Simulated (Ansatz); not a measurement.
**ScB (built on the sites of a database entry of LaIn): relaxing the cell for a phonon run**

Task: relax ScB (built on the sites of a database entry of LaIn) tightly.

Method: DFT LDA, scalar-relativistic, plane waves, PAW, in Ansatz 0.2.0.

This is a report of a sequence of runs, with most program output left out.

The structure was built from a prototype and need not be the compound's stable phase.

**1. The structure**

It takes space group Pm-3m (No. 221, cubic). Conventional cell: a = 3.232 Å, b = 3.232 Å, c = 3.232 Å, α = 90.00°, β = 90.00°, γ = 90.00°. Nearest to Sc lie 8 B at 2.80 Å. B has 8 Sc at 2.80 Å nearest. Farther neighbours are not listed.

**2. Probe on a coarse mesh**

A quick single point on a coarse mesh tells whether the cell has a gap and how far it is from rest, which sets the k mesh and smearing that follow.

File input.yaml:

```yaml
crystal:
  lattice:
    - [3.23161, 0.0, 0.0]
    - [0.0, 3.23161, 0.0]
    - [0.0, 0.0, 3.23161]
  atoms:
    - { symbol: Sc, position: [0.5, 0.5, 0.5] }
    - { symbol: B, position: [0.0, 0.0, 0.0] }
kpoints:
  mp_grid: { grid: [6, 6, 6] }
hamiltonian:
  xc: lda
scf:
  occupations: { method: gaussian, width: 0.1 }
output:
  forces: true
  stress: true
  eigenvalues: true
```

Run with:

```console
ansatz run input.yaml --threads 8 --pin off --max-ram 14336MiB --backend cpu --events-out ev --progress --plain --runs-dir out
```

Wall time 1.3 s (8 threads of Intel Xeon Platinum 8488C (Sapphire Rapids), shared host); peak memory 0.36 GiB.

This step gave:

```
pressure          : -24.10 GPa
volume per atom   : 16.87 Å³
gap on the k-mesh : 0 eV
```

The coarse mesh shows no gap and a pressure of -24.1 GPa.

**3. Coarse relaxation**

A rough relaxation comes first, because large forces or stress need no tight tolerances yet.

input.yaml: that of step 2 with these lines changed.

```diff
@@ -18 +18,6 @@
   eigenvalues: true
+relax:
+  adjacent_minimum: "off"
+  f_tol: 0.05
+  max_steps: 80
+  cell: { stress_tol: 0.5 }
```

Elapsed: 0.98 s, on 8 threads; peak memory 0.38 GiB.

The steps of the relaxation:

```
step  energy less that of the first step (eV)  largest force component (eV/Å)  pressure (GPa)  volume (Å³)
   1                                   0.0000                          0.0000          -24.10        33.75
   2                                  -0.6309                          0.0000          -17.52        29.05
   3                                  -0.9179                          0.0000           -1.84        24.81
   4                                  -0.9198                          0.0000            0.55        24.39
   5                                  -0.9200                          0.0000            0.00        24.48
  6*                                  -0.9185                          0.0000           -0.05        24.48
```

Relaxation steps marked * repeat the geometry before them on a plane-wave basis chosen anew for their cell, so energy and pressure can jump there.

The run keeps the 48 symmetry operations that it works with, so distortions that break them were not tested.

```
conventional cell, symmetrised  before  after   change
                         a (Å)   3.232  2.904  -10.1 %
                         b (Å)   3.232  2.904  -10.1 %
                         c (Å)   3.232  2.904  -10.1 %
              volume (Å³/atom)   16.87  12.24  -27.5 %
```

Final coordinates:

```xyz
2
Lattice="2.9037 0.0000 0.0000 0.0000 2.9037 0.0000 0.0000 0.0000 2.9037" Properties=species:S:1:pos:R:3 pbc="T T T"
Sc    1.4518    1.4518    1.4518
B     0.0000    0.0000    0.0000
```

This step gave:

```
pressure        : -0.04759 GPa
volume per atom : 12.24 Å³
```

In this step the volume went from 16.87 to 12.24 Å³/atom.

**4. Relaxation**

The cell and atoms are relaxed, since residual forces and stress would shift the frequencies.

File input.yaml:

```yaml
crystal:
  lattice:
    - [2.9036919035, 0.0, 0.0]
    - [0.0, 2.9036919035, 0.0]
    - [0.0, 0.0, 2.9036919035]
  atoms:
    - { symbol: Sc, position: [0.5, 0.5, 0.5] }
    - { symbol: B, position: [0.0, 0.0, 0.0] }
kpoints:
  mp_grid: { grid: [12, 12, 12] }
hamiltonian:
  xc: lda
scf:
  occupations: { method: gaussian, width: 0.1 }
output:
  forces: true
  stress: true
  eigenvalues: true
  write_density: true
  write_potential: true
  elf: true
  volumetric_format: npy
relax:
  adjacent_minimum: "off"
  f_tol: 0.005
  max_steps: 80
  cell: { stress_tol: 0.05 }
```

The job ended after 2 s (8 threads; peak memory 0.41 GiB; 5.9 s of CPU time).

Little changed from the start: no atom moved by 0.005 Å and no cell edge by 0.1 %.

This step gave:

```
pressure        : 0.02074 GPa
volume per atom : 12.23 Å³
```

Valence density in the ac plane at fractional y = 0.500, with atoms of Sc within 0.2 Å of it. It is the smooth field of the valence electrons, not physical close to the nuclei.

Ten even steps from '0' (0.1 e/Å³) to '9' (7.4 e/Å³):
```
000000000000000
000000000000000
000000000000000
000001122110000
000012466421000
000014799741000
000026999962000
000026999962000
000014799741000
000012466421000
000001122110000
000000000000000
000000000000000
000000000000000
000000000000000
```
Columns run along a (2.9 Å), rows up along c (2.9 Å). Atoms in or near the plane, at fractional coordinates: Sc at (0.50, 0.50).

ELF in the ac plane at fractional y = 0.500, with atoms of Sc within 0.2 Å of it. It is the smooth field of the valence electrons, not physical close to the nuclei.

Values, 15 rows by 15 columns:
```
0.60 0.58 0.51 0.38 0.24 0.14 0.10 0.09 0.09 0.10 0.14 0.24 0.38 0.51 0.58
0.55 0.51 0.40 0.24 0.14 0.09 0.09 0.10 0.10 0.09 0.09 0.14 0.24 0.40 0.51
0.44 0.38 0.24 0.13 0.10 0.16 0.29 0.39 0.39 0.29 0.16 0.10 0.13 0.24 0.38
0.31 0.24 0.14 0.10 0.21 0.46 0.65 0.70 0.70 0.65 0.46 0.21 0.10 0.14 0.24
0.19 0.14 0.09 0.16 0.46 0.70 0.74 0.72 0.72 0.74 0.70 0.46 0.16 0.09 0.14
0.12 0.10 0.09 0.29 0.65 0.74 0.63 0.43 0.43 0.63 0.74 0.65 0.29 0.09 0.10
0.09 0.09 0.10 0.39 0.70 0.72 0.43 0.12 0.12 0.43 0.72 0.70 0.39 0.10 0.09
0.09 0.09 0.10 0.39 0.70 0.72 0.43 0.12 0.12 0.43 0.72 0.70 0.39 0.10 0.09
0.12 0.10 0.09 0.29 0.65 0.74 0.63 0.43 0.43 0.63 0.74 0.65 0.29 0.09 0.10
0.19 0.14 0.09 0.16 0.46 0.70 0.74 0.72 0.72 0.74 0.70 0.46 0.16 0.09 0.14
0.31 0.24 0.14 0.10 0.21 0.46 0.65 0.70 0.70 0.65 0.46 0.21 0.10 0.14 0.24
0.44 0.38 0.24 0.13 0.10 0.16 0.29 0.39 0.39 0.29 0.16 0.10 0.13 0.24 0.38
0.55 0.51 0.40 0.24 0.14 0.09 0.09 0.10 0.10 0.09 0.09 0.14 0.24 0.40 0.51
0.60 0.58 0.51 0.38 0.24 0.14 0.10 0.09 0.09 0.10 0.14 0.24 0.38 0.51 0.58
0.62 0.60 0.55 0.44 0.31 0.19 0.12 0.09 0.09 0.12 0.19 0.31 0.44 0.55 0.60
```
Columns run along a (2.9 Å), rows up along c (2.9 Å). Atoms in or near the plane, at fractional coordinates: Sc at (0.50, 0.50).

Electrostatic potential energy in the ac plane at fractional y = 0.500, with atoms of Sc within 0.2 Å of it. With pseudopotentials it is smooth inside the atoms' cores, unlike the true potential.

Ten even steps from '_' (-59 eV) to '@' (15 eV):
```
@@@@@@@@@@@@@@@@@@@@@@@@@@@@@@
@@@@@@@@@@@@%%%%%%%%@@@@@@@@@@
@@@@@@@@%%%%########%%%%@@@@@@
@@@@@@%%%%##**++++**##%%%%@@@@
@@@@@@%%##++==::::==++##%%@@@@
@@@@%%##**==..____..==**##%%@@
@@@@%%##++::________::++##%%@@
@@@@%%##++::________::++##%%@@
@@@@%%##**==..____..==**##%%@@
@@@@@@%%##++==::::==++##%%@@@@
@@@@@@%%%%##**++++**##%%%%@@@@
@@@@@@@@%%%%########%%%%@@@@@@
@@@@@@@@@@@@%%%%%%%%@@@@@@@@@@
@@@@@@@@@@@@@@@@@@@@@@@@@@@@@@
@@@@@@@@@@@@@@@@@@@@@@@@@@@@@@
```
Columns run along a (2.9 Å; values clipped at the 3rd and 97th percentile), rows up along c (2.9 Å). Atoms in or near the plane, at fractional coordinates: Sc at (0.50, 0.50).

In this step the volume went from 12.24 to 12.23 Å³/atom.

**5. Tight relaxation**

Phonons need a cell at rest on their own settings, so the relaxation is repeated with tight tolerances on forces and stress, using the mesh and the filling of the phonon run that follows.

input.yaml, the sections that differ from step 4:

```yaml
crystal:
  lattice:
    - [2.903057604, 0.0, 0.0]
    - [0.0, 2.903057604, 0.0]
    - [0.0, 0.0, 2.903057604]
  atoms:
    - { symbol: Sc, position: [0.5, 0.5, 0.5] }
    - { symbol: B, position: [0.0, 0.0, 0.0] }
scf:
  occupations: { method: methfessel_paxton, width: 0.15 }
relax:
  adjacent_minimum: "off"
  f_tol: 0.001
  max_steps: 60
  cell: { stress_tol: 0.01 }
# kpoints, hamiltonian, output: as in step 4
```

Elapsed: 0.72 s, on 8 threads; peak memory 0.4 GiB; 3.4 s of CPU time.

Little changed from the start: no atom moved by 0.005 Å and no cell edge by 0.1 %.

Numbers from this step:

```yaml
pressure: 0.008660 GPa
```

ELF in the ac plane at fractional y = 0.000, with atoms of B within 0.2 Å of it. It is the smooth field of the valence electrons, not physical close to the nuclei.

Ten even steps from '_' (0.01) to '@' (0.76):
```
____==%%@@@@%%####%%@@@@%%==__
::==##@@@@@@%%####%%@@@@@@##==
##%%@@@@@@%%**++++**%%@@@@@@%%
@@@@@@@@%%**==----==**%%@@@@@@
@@@@@@%%**==--::::--==**%%@@@@
@@%%%%**==--........--==**%%%%
%%####++--::..____..::--++####
%%####++--::..____..::--++####
@@%%%%**==--........--==**%%%%
@@@@@@%%**==--::::--==**%%@@@@
@@@@@@@@%%**==----==**%%@@@@@@
##%%@@@@@@%%**++++**%%@@@@@@%%
::==##@@@@@@%%####%%@@@@@@##==
____==%%@@@@%%####%%@@@@%%==__
____::##@@@@@@%%%%@@@@@@##::__
```
Columns run along a (2.9 Å), rows up along c (2.9 Å). Atoms in or near the plane, at fractional coordinates: B at (0.00, 0.00).

Electrostatic potential energy in the ac plane at fractional y = 0.000, with atoms of B within 0.2 Å of it. With pseudopotentials it is smooth inside the atoms' cores, unlike the true potential.

Ten even steps from '_' (-49 eV) to '@' (15 eV):
```
____::**%%@@@@@@@@@@@@%%**::__
..::==##%%@@@@@@@@@@@@%%##==::
++**##%%@@@@@@@@@@@@@@@@%%##**
%%%%%%@@@@@@@@@@@@@@@@@@@@%%%%
@@@@@@@@@@@@@@@@@@@@@@@@@@@@@@
@@@@@@@@@@@@@@@@@@@@@@@@@@@@@@
@@@@@@@@@@@@@@@@@@@@@@@@@@@@@@
@@@@@@@@@@@@@@@@@@@@@@@@@@@@@@
@@@@@@@@@@@@@@@@@@@@@@@@@@@@@@
@@@@@@@@@@@@@@@@@@@@@@@@@@@@@@
%%%%%%@@@@@@@@@@@@@@@@@@@@%%%%
++**##%%@@@@@@@@@@@@@@@@%%##**
..::==##%%@@@@@@@@@@@@%%##==::
____::**%%@@@@@@@@@@@@%%**::__
____..++%%@@@@@@@@@@@@%%++..__
```
Columns run along a (2.9 Å; values clipped at the 3rd and 97th percentile), rows up along c (2.9 Å). Atoms in or near the plane, at fractional coordinates: B at (0.00, 0.00).

Valence density in the ac plane at fractional y = 0.000, with atoms of B within 0.2 Å of it. It is the smooth field of the valence electrons, not physical close to the nuclei.

Ten even steps from '_' (0.14 e/Å³) to '@' (0.64 e/Å³):
```
++##@@@@**--::....::--**@@@@##
@@@@@@##++--::....::--++##@@@@
@@@@##++==::........::==++##@@
****++==::....____....::==++**
==----::....________....::----
::::::....____________....::::
........________________......
........________________......
::::::....____________....::::
==----::....________....::----
****++==::....____....::==++**
@@@@##++==::........::==++##@@
@@@@@@##++--::....::--++##@@@@
++##@@@@**--::....::--**@@@@##
::++@@@@**==::....::==**@@@@++
```
Columns run along a (2.9 Å), rows up along c (2.9 Å). Atoms in or near the plane, at fractional coordinates: B at (0.00, 0.00).

The forces vanish by symmetry and the pressure is 0.009 GPa, within the tolerances set. The cell now holds 12.23 Å³/atom.

**6. Outcome**

```
space group after relaxation (within 0.01 Å) : Pm-3m
lattice constant a                           : 2.903 Å
lattice constant b                           : 2.903 Å
lattice constant c                           : 2.903 Å
volume per atom                              : 12.2 Å³
```

What this shows: The forces vanish by symmetry and the pressure is 0.009 GPa, within the tolerances set. The cell now holds 12.23 Å³/atom. The relaxation keeps the symmetry of its start, so it says nothing on stability against lower symmetry. The starting cell was built on a prototype and not taken from a measurement, so the phase need not exist.

[Logs are printed without paths, hosts, clocks, repeated set-up lines and the standing remarks that a program may print on its own settings, such as how far it seeks lower states.]

[Hosts, paths, dates, database ids (printed as entryN), source tags and the programs' standing remarks are cut or masked in the printed files.]
